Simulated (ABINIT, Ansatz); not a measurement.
# CsNbS3 (Pm-3m): zone-centre phonons, part 3 of 5

Aim: the zone-centre modes of CsNbS3 (Pm-3m).

ABINIT 10.8.3; DFT PBEsol, scalar-relativistic, plane waves, PseudoDojo norm-conserving pseudopotentials.

So far. Step 4 (Zone-centre response): The acoustic modes at Γ come out as far as 2.7 cm⁻¹ from zero, where they should vanish, a small numerical error. The relaxed cell has a = 4.870 Å (conventional setting).

The structure was built from a prototype and need not be the compound's stable phase.

## Step 5: Modes with the sum rule

anaddb reads the merged derivatives and imposes the acoustic sum rule.

anaddb.abi

```
ddb_filepath "gamma_DDB"
output_file "anaddb.abo"
outdata_prefix "anaddb"
asr 1
chneut 1
enunit 2
eivec 1
nph1l 1
qph1l 0.0 0.0 0.0 1.0
```

mrgddb.in

```
gamma_DDB
merged
2
dfpt_gammao_DDB
gso_DDB
```

The run is started by

```
mrgddb < mrgddb.in > mrgddb.log
OMP_NUM_THREADS=1 anaddb anaddb.abi > anaddb.log
```

anaddb.abo, the main output file:

```text
-outvars_anaddb: echo values of input variables ----------------------

 Miscellaneous information :
      enunit         2
       eivec         1
         asr         1
 First list of wavevector (reduced coord.) :
       nph1l         1
       qph1l
                     0.00000000E+00  0.00000000E+00  0.00000000E+00    1.000E+00

================================================================================

 read the DDB information and perform some checks

  ==== Info on the Cryst% object ====
 Real(R)+Recip(G) space primitive vectors, cartesian coordinates (Bohr,Bohr^-1):
 R(1)=  9.2029719  0.0000000  0.0000000  G(1)=  0.1086606  0.0000000  0.0000000
 R(2)=  0.0000000  9.2029719  0.0000000  G(2)=  0.0000000  0.1086606  0.0000000
 R(3)=  0.0000000  0.0000000  9.2029719  G(3)=  0.0000000  0.0000000  0.1086606
 Unit cell volume ucvol=  7.7944287E+02 bohr^3
 Angles (23,13,12)=  9.00000000E+01  9.00000000E+01  9.00000000E+01 degrees
 Time-reversal symmetry is present
 Reduced atomic positions [iatom, xred, symbol]:
    1)    0.0000000  0.0000000  0.0000000  Cs
    2)    0.5000000  0.5000000  0.5000000  Nb
    3)    0.5000000  0.5000000  0.0000000   S
    4)    0.5000000  0.0000000  0.5000000   S
    5)    0.0000000  0.5000000  0.5000000   S

 DDB file with 3 blocks has been read.

================================================================================

 Treat the first list of vectors

  Phonon wavevector (reduced coordinates) :  0.00000  0.00000  0.00000
 Phonon energies in Hartree :
   0.000000E+00  0.000000E+00  0.000000E+00  3.874234E-04  3.874234E-04
   3.874234E-04  6.023019E-04  6.023019E-04  6.023019E-04  7.668910E-04
   7.668910E-04  7.668910E-04  1.339876E-03  1.339876E-03  1.339876E-03
 Phonon energies in meV     :
-  0.000000E+00  0.000000E+00  0.000000E+00  1.054233E+01  1.054233E+01
-  1.054233E+01  1.638947E+01  1.638947E+01  1.638947E+01  2.086817E+01
-  2.086817E+01  2.086817E+01  3.645987E+01  3.645987E+01  3.645987E+01
 Phonon frequencies in cm-1    :
-  0.000000E+00  0.000000E+00  0.000000E+00  8.502961E+01  8.502961E+01
-  8.502961E+01  1.321900E+02  1.321900E+02  1.321900E+02  1.683131E+02
-  1.683131E+02  1.683131E+02  2.940687E+02  2.940687E+02  2.940687E+02
 Phonon frequencies in Thz     :
-  0.000000E+00  0.000000E+00  0.000000E+00  2.549124E+00  2.549124E+00
-  2.549124E+00  3.962956E+00  3.962956E+00  3.962956E+00  5.045901E+00
-  5.045901E+00  5.045901E+00  8.815958E+00  8.815958E+00  8.815958E+00
 Phonon energies in Kelvin  :
-  0.000000E+00  0.000000E+00  0.000000E+00  1.223386E+02  1.223386E+02
-  1.223386E+02  1.901919E+02  1.901919E+02  1.901919E+02  2.421650E+02
-  2.421650E+02  2.421650E+02  4.230992E+02  4.230992E+02  4.230992E+02

 Eigendisplacements
 (will be given, for each mode : in cartesian coordinates
   for each atom the real part of the displacement vector,
   then the imaginary part of the displacement vector - absolute values smaller than 1.0d-7 are set to zero)
  Mode number    1   Energy    0.000000E+00
 Attention : low frequency mode.
   (Could be unstable or acoustic mode)
-  1  0.00000000E+00  0.00000000E+00 -1.30522841E-03
-     0.00000000E+00  0.00000000E+00  0.00000000E+00
-  2  0.00000000E+00  0.00000000E+00 -1.30520793E-03
-     0.00000000E+00  0.00000000E+00  0.00000000E+00
-  3  0.00000000E+00  0.00000000E+00 -1.30523164E-03
-     0.00000000E+00  0.00000000E+00  0.00000000E+00
-  4  0.00000000E+00  0.00000000E+00 -1.30523955E-03
-     0.00000000E+00  0.00000000E+00  0.00000000E+00
-  5  0.00000000E+00  0.00000000E+00 -1.30523955E-03
-     0.00000000E+00  0.00000000E+00  0.00000000E+00
  Mode number    2   Energy    0.000000E+00
 Attention : low frequency mode.
   (Could be unstable or acoustic mode)
-  1  0.00000000E+00  1.30522841E-03  0.00000000E+00
-     0.00000000E+00  0.00000000E+00  0.00000000E+00
-  2  0.00000000E+00  1.30520793E-03  0.00000000E+00
-     0.00000000E+00  0.00000000E+00  0.00000000E+00
-  3  0.00000000E+00  1.30523955E-03  0.00000000E+00
-     0.00000000E+00  0.00000000E+00  0.00000000E+00
-  4  0.00000000E+00  1.30523164E-03  0.00000000E+00
-     0.00000000E+00  0.00000000E+00  0.00000000E+00
-  5  0.00000000E+00  1.30523955E-03  0.00000000E+00
-     0.00000000E+00  0.00000000E+00  0.00000000E+00
  Mode number    3   Energy    0.000000E+00
 Attention : low frequency mode.
   (Could be unstable or acoustic mode)
-  1  1.30522841E-03  0.00000000E+00  0.00000000E+00
-     0.00000000E+00  0.00000000E+00  0.00000000E+00
-  2  1.30520793E-03  0.00000000E+00  0.00000000E+00
-     0.00000000E+00  0.00000000E+00  0.00000000E+00
-  3  1.30523955E-03  0.00000000E+00  0.00000000E+00
-     0.00000000E+00  0.00000000E+00  0.00000000E+00
-  4  1.30523955E-03  0.00000000E+00  0.00000000E+00
-     0.00000000E+00  0.00000000E+00  0.00000000E+00
-  5  1.30523164E-03  0.00000000E+00  0.00000000E+00
-     0.00000000E+00  0.00000000E+00  0.00000000E+00
  Mode number    4   Energy    3.874234E-04
-  1  0.00000000E+00  0.00000000E+00 -1.30497917E-03
-     0.00000000E+00  0.00000000E+00  0.00000000E+00
-  2  0.00000000E+00  0.00000000E+00  1.84810887E-03
-     0.00000000E+00  0.00000000E+00  0.00000000E+00
-  3  0.00000000E+00  0.00000000E+00  3.37008965E-04
-     0.00000000E+00  0.00000000E+00  0.00000000E+00
-  4  0.00000000E+00  0.00000000E+00 -1.41365807E-04
-     0.00000000E+00  0.00000000E+00  0.00000000E+00
-  5  0.00000000E+00  0.00000000E+00 -1.41365807E-04
-     0.00000000E+00  0.00000000E+00  0.00000000E+00
  Mode number    5   Energy    3.874234E-04
-  1  0.00000000E+00  1.30497917E-03  0.00000000E+00
-     0.00000000E+00  0.00000000E+00  0.00000000E+00
-  2  0.00000000E+00 -1.84810887E-03  0.00000000E+00
-     0.00000000E+00  0.00000000E+00  0.00000000E+00
-  3  0.00000000E+00  1.41365807E-04  0.00000000E+00
-     0.00000000E+00  0.00000000E+00  0.00000000E+00
-  4  0.00000000E+00 -3.37008965E-04  0.00000000E+00
-     0.00000000E+00  0.00000000E+00  0.00000000E+00
-  5  0.00000000E+00  1.41365807E-04  0.00000000E+00
-     0.00000000E+00  0.00000000E+00  0.00000000E+00
  Mode number    6   Energy    3.874234E-04
-  1  1.30497917E-03  0.00000000E+00  0.00000000E+00
-     0.00000000E+00  0.00000000E+00  0.00000000E+00
-  2 -1.84810887E-03  0.00000000E+00  0.00000000E+00
-     0.00000000E+00  0.00000000E+00  0.00000000E+00
-  3  1.41365807E-04  0.00000000E+00  0.00000000E+00
-     0.00000000E+00  0.00000000E+00  0.00000000E+00
-  4  1.41365807E-04  0.00000000E+00  0.00000000E+00
-     0.00000000E+00  0.00000000E+00  0.00000000E+00
-  5 -3.37008965E-04  0.00000000E+00  0.00000000E+00
-     0.00000000E+00  0.00000000E+00  0.00000000E+00
  Mode number    7   Energy    6.023019E-04
-  1  0.00000000E+00  0.00000000E+00  8.47841262E-04
-     0.00000000E+00  0.00000000E+00  0.00000000E+00
-  2  0.00000000E+00  0.00000000E+00  8.49185323E-04
-     0.00000000E+00  0.00000000E+00  0.00000000E+00
-  3  0.00000000E+00  0.00000000E+00 -1.68450740E-03
-     0.00000000E+00  0.00000000E+00  0.00000000E+00
-  4  0.00000000E+00  0.00000000E+00 -2.14494297E-03
-     0.00000000E+00  0.00000000E+00  0.00000000E+00
-  5  0.00000000E+00  0.00000000E+00 -2.14494297E-03
-     0.00000000E+00  0.00000000E+00  0.00000000E+00
  Mode number    8   Energy    6.023019E-04
-  1  0.00000000E+00 -8.47841262E-04  0.00000000E+00
-     0.00000000E+00  0.00000000E+00  0.00000000E+00
-  2  0.00000000E+00 -8.49185323E-04  0.00000000E+00
-     0.00000000E+00  0.00000000E+00  0.00000000E+00
-  3  0.00000000E+00  2.14494297E-03  0.00000000E+00
-     0.00000000E+00  0.00000000E+00  0.00000000E+00
-  4  0.00000000E+00  1.68450740E-03  0.00000000E+00
-     0.00000000E+00  0.00000000E+00  0.00000000E+00
-  5  0.00000000E+00  2.14494297E-03  0.00000000E+00
-     0.00000000E+00  0.00000000E+00  0.00000000E+00
  Mode number    9   Energy    6.023019E-04
-  1  8.47841262E-04  0.00000000E+00  0.00000000E+00
-     0.00000000E+00  0.00000000E+00  0.00000000E+00
-  2  8.49185323E-04  0.00000000E+00  0.00000000E+00
-     0.00000000E+00  0.00000000E+00  0.00000000E+00
-  3 -2.14494297E-03  0.00000000E+00  0.00000000E+00
-     0.00000000E+00  0.00000000E+00  0.00000000E+00
-  4 -2.14494297E-03  0.00000000E+00  0.00000000E+00
-     0.00000000E+00  0.00000000E+00  0.00000000E+00
-  5 -1.68450740E-03  0.00000000E+00  0.00000000E+00
-     0.00000000E+00  0.00000000E+00  0.00000000E+00
  Mode number   10   Energy    7.668910E-04
-  1  0.00000000E+00  0.00000000E+00  0.00000000E+00
-     0.00000000E+00  0.00000000E+00  0.00000000E+00
-  2  0.00000000E+00  0.00000000E+00  0.00000000E+00
-     0.00000000E+00  0.00000000E+00  0.00000000E+00
-  3  0.00000000E+00  0.00000000E+00  0.00000000E+00
-     0.00000000E+00  0.00000000E+00  0.00000000E+00
-  4  0.00000000E+00  0.00000000E+00 -2.92470830E-03
-     0.00000000E+00  0.00000000E+00  0.00000000E+00
-  5  0.00000000E+00  0.00000000E+00  2.92470830E-03
-     0.00000000E+00  0.00000000E+00  0.00000000E+00
  Mode number   11   Energy    7.668910E-04
-  1  0.00000000E+00  0.00000000E+00  0.00000000E+00
-     0.00000000E+00  0.00000000E+00  0.00000000E+00
-  2  0.00000000E+00  0.00000000E+00  0.00000000E+00
-     0.00000000E+00  0.00000000E+00  0.00000000E+00
-  3  0.00000000E+00 -2.92470830E-03  0.00000000E+00
-     0.00000000E+00  0.00000000E+00  0.00000000E+00
-  4  0.00000000E+00  0.00000000E+00  0.00000000E+00
-     0.00000000E+00  0.00000000E+00  0.00000000E+00
-  5  0.00000000E+00  2.92470830E-03  0.00000000E+00
-     0.00000000E+00  0.00000000E+00  0.00000000E+00
  Mode number   12   Energy    7.668910E-04
-  1  0.00000000E+00  0.00000000E+00  0.00000000E+00
-     0.00000000E+00  0.00000000E+00  0.00000000E+00
-  2  0.00000000E+00  0.00000000E+00  0.00000000E+00
-     0.00000000E+00  0.00000000E+00  0.00000000E+00
-  3  2.92470830E-03  0.00000000E+00  0.00000000E+00
-     0.00000000E+00  0.00000000E+00  0.00000000E+00
-  4 -2.92470830E-03  0.00000000E+00  0.00000000E+00
-     0.00000000E+00  0.00000000E+00  0.00000000E+00
-  5  0.00000000E+00  0.00000000E+00  0.00000000E+00
-     0.00000000E+00  0.00000000E+00  0.00000000E+00
  Mode number   13   Energy    1.339876E-03
-  1  0.00000000E+00  0.00000000E+00  4.65753047E-05
-     0.00000000E+00  0.00000000E+00  0.00000000E+00
-  2  0.00000000E+00  0.00000000E+00 -2.53895386E-04
-     0.00000000E+00  0.00000000E+00  0.00000000E+00
-  3  0.00000000E+00  0.00000000E+00  3.52889039E-03
-     0.00000000E+00  0.00000000E+00  0.00000000E+00
-  4  0.00000000E+00  0.00000000E+00 -1.49315227E-03
-     0.00000000E+00  0.00000000E+00  0.00000000E+00
-  5  0.00000000E+00  0.00000000E+00 -1.49315227E-03
-     0.00000000E+00  0.00000000E+00  0.00000000E+00
  Mode number   14   Energy    1.339876E-03
-  1  0.00000000E+00  4.65753047E-05  0.00000000E+00
-     0.00000000E+00  0.00000000E+00  0.00000000E+00
-  2  0.00000000E+00 -2.53895386E-04  0.00000000E+00
-     0.00000000E+00  0.00000000E+00  0.00000000E+00
-  3  0.00000000E+00 -1.49315227E-03  0.00000000E+00
-     0.00000000E+00  0.00000000E+00  0.00000000E+00
-  4  0.00000000E+00  3.52889039E-03  0.00000000E+00
-     0.00000000E+00  0.00000000E+00  0.00000000E+00
-  5  0.00000000E+00 -1.49315227E-03  0.00000000E+00
-     0.00000000E+00  0.00000000E+00  0.00000000E+00
  Mode number   15   Energy    1.339876E-03
-  1  4.65753047E-05  0.00000000E+00  0.00000000E+00
-     0.00000000E+00  0.00000000E+00  0.00000000E+00
-  2 -2.53895386E-04  0.00000000E+00  0.00000000E+00
-     0.00000000E+00  0.00000000E+00  0.00000000E+00
-  3 -1.49315227E-03  0.00000000E+00  0.00000000E+00
-     0.00000000E+00  0.00000000E+00  0.00000000E+00
-  4 -1.49315227E-03  0.00000000E+00  0.00000000E+00
-     0.00000000E+00  0.00000000E+00  0.00000000E+00
-  5  3.52889039E-03  0.00000000E+00  0.00000000E+00
-     0.00000000E+00  0.00000000E+00  0.00000000E+00

 Analysis of degeneracies and characters (maximum tolerance=1.00E-06 a.u.)
 For each vibration mode, or group of modes if degenerate,
 the characters are given for each symmetry operation (see the list in the log file).
 Symmetry characters of vibration mode #   1
       degenerate with vibration modes #   2 to    3
  3.0 -3.0 -1.0  1.0 -1.0  1.0 -1.0  1.0  1.0 -1.0 -1.0  1.0  1.0 -1.0 -1.0  1.0
  0.0 -0.0  0.0 -0.0 -0.0  0.0 -0.0  0.0  1.0 -1.0 -1.0  1.0 -1.0  1.0  1.0 -1.0
  0.0 -0.0 -0.0  0.0 -0.0  0.0  0.0 -0.0  1.0 -1.0  1.0 -1.0 -1.0  1.0 -1.0  1.0
 Symmetry characters of vibration mode #   4
       degenerate with vibration modes #   5 to    6
  3.0 -3.0 -1.0  1.0 -1.0  1.0 -1.0  1.0  1.0 -1.0 -1.0  1.0  1.0 -1.0 -1.0  1.0
  0.0 -0.0  0.0 -0.0 -0.0  0.0 -0.0  0.0  1.0 -1.0 -1.0  1.0 -1.0  1.0  1.0 -1.0
  0.0 -0.0 -0.0  0.0 -0.0  0.0  0.0 -0.0  1.0 -1.0  1.0 -1.0 -1.0  1.0 -1.0  1.0
 Symmetry characters of vibration mode #   7
       degenerate with vibration modes #   8 to    9
  3.0 -3.0 -1.0  1.0 -1.0  1.0 -1.0  1.0  1.0 -1.0 -1.0  1.0  1.0 -1.0 -1.0  1.0
  0.0 -0.0  0.0 -0.0  0.0 -0.0 -0.0  0.0  1.0 -1.0 -1.0  1.0 -1.0  1.0  1.0 -1.0
  0.0 -0.0  0.0 -0.0 -0.0  0.0  0.0 -0.0  1.0 -1.0  1.0 -1.0 -1.0  1.0 -1.0  1.0
 Symmetry characters of vibration mode #  10
       degenerate with vibration modes #  11 to   12
  3.0 -3.0 -1.0  1.0 -1.0  1.0 -1.0  1.0 -1.0  1.0  1.0 -1.0 -1.0  1.0  1.0 -1.0
  0.0 -0.0  0.0 -0.0 -0.0  0.0  0.0 -0.0 -1.0  1.0  1.0 -1.0  1.0 -1.0 -1.0  1.0
  0.0 -0.0 -0.0  0.0  0.0 -0.0  0.0 -0.0 -1.0  1.0 -1.0  1.0  1.0 -1.0  1.0 -1.0
 Symmetry characters of vibration mode #  13
       degenerate with vibration modes #  14 to   15
  3.0 -3.0 -1.0  1.0 -1.0  1.0 -1.0  1.0  1.0 -1.0 -1.0  1.0  1.0 -1.0 -1.0  1.0
 -0.0  0.0  0.0 -0.0 -0.0  0.0  0.0 -0.0  1.0 -1.0 -1.0  1.0 -1.0  1.0  1.0 -1.0
 -0.0  0.0 -0.0  0.0  0.0 -0.0  0.0 -0.0  1.0 -1.0  1.0 -1.0 -1.0  1.0 -1.0  1.0
-
```

Run time: 0.7 s. Hardware: 1 thread of Intel Xeon at 2.70GHz, shared host.

Numbers from this step:

| Quantity | Value |
| --- | --- |
| lowest optical zone-centre mode | 85.03 cm⁻¹ |

No LO-TO term; unit eigenvectors of the mass-weighted matrix, from anaddb's displacements. The modes at Γ (shares of kinetic energy by element, %):

```
mode  frequency (cm⁻¹)  symmetry  Cs %  Nb %  S %
   1               0.0  acoustic    41    29   30
   2               0.0  acoustic    41    29   30
   3               0.0  acoustic    41    29   30
   4              85.0       T1u    41    58    1
   5              85.0       T1u    41    58    1
   6              85.0       T1u    41    58    1
   7             132.2       T1u    17    12   70
   8             132.2       T1u    17    12   70
   9             132.2       T1u    17    12   70
  10             168.3       T2u     0     0  100
  11             168.3       T2u     0     0  100
  12             168.3       T2u     0     0  100
  13             294.1       T1u     0     1   99
  14             294.1       T1u     0     1   99
  15             294.1       T1u     0     1   99
```

Displacements in mode 4 (85.0 cm⁻¹), the largest set to 1:
```
Cs1  0.00  0.00 -0.71
Nb2  0.00  0.00  1.00
S3   0.00  0.00  0.18
S4   0.00  0.00 -0.08
S5   0.00  0.00 -0.08
```

Displacements in mode 13 (294.1 cm⁻¹), the largest set to 1:
```
Cs1  0.00  0.00  0.01
Nb2  0.00  0.00 -0.07
S3   0.00  0.00  1.00
S4   0.00  0.00 -0.42
S5   0.00  0.00 -0.42
```

The rule moves no optical mode by more than 0.2 cm⁻¹.

[end of part 3 of 5]

[Host names and launcher messages were left out of these logs when they were recorded.]

[Logs are printed without paths, hosts, clocks, repeated set-up lines and the standing remarks that a program may print on its own settings, such as how far it seeks lower states.]

[Hosts, paths, dates, database ids (printed as entryN), source tags and the programs' standing remarks are cut or masked in the printed files.]
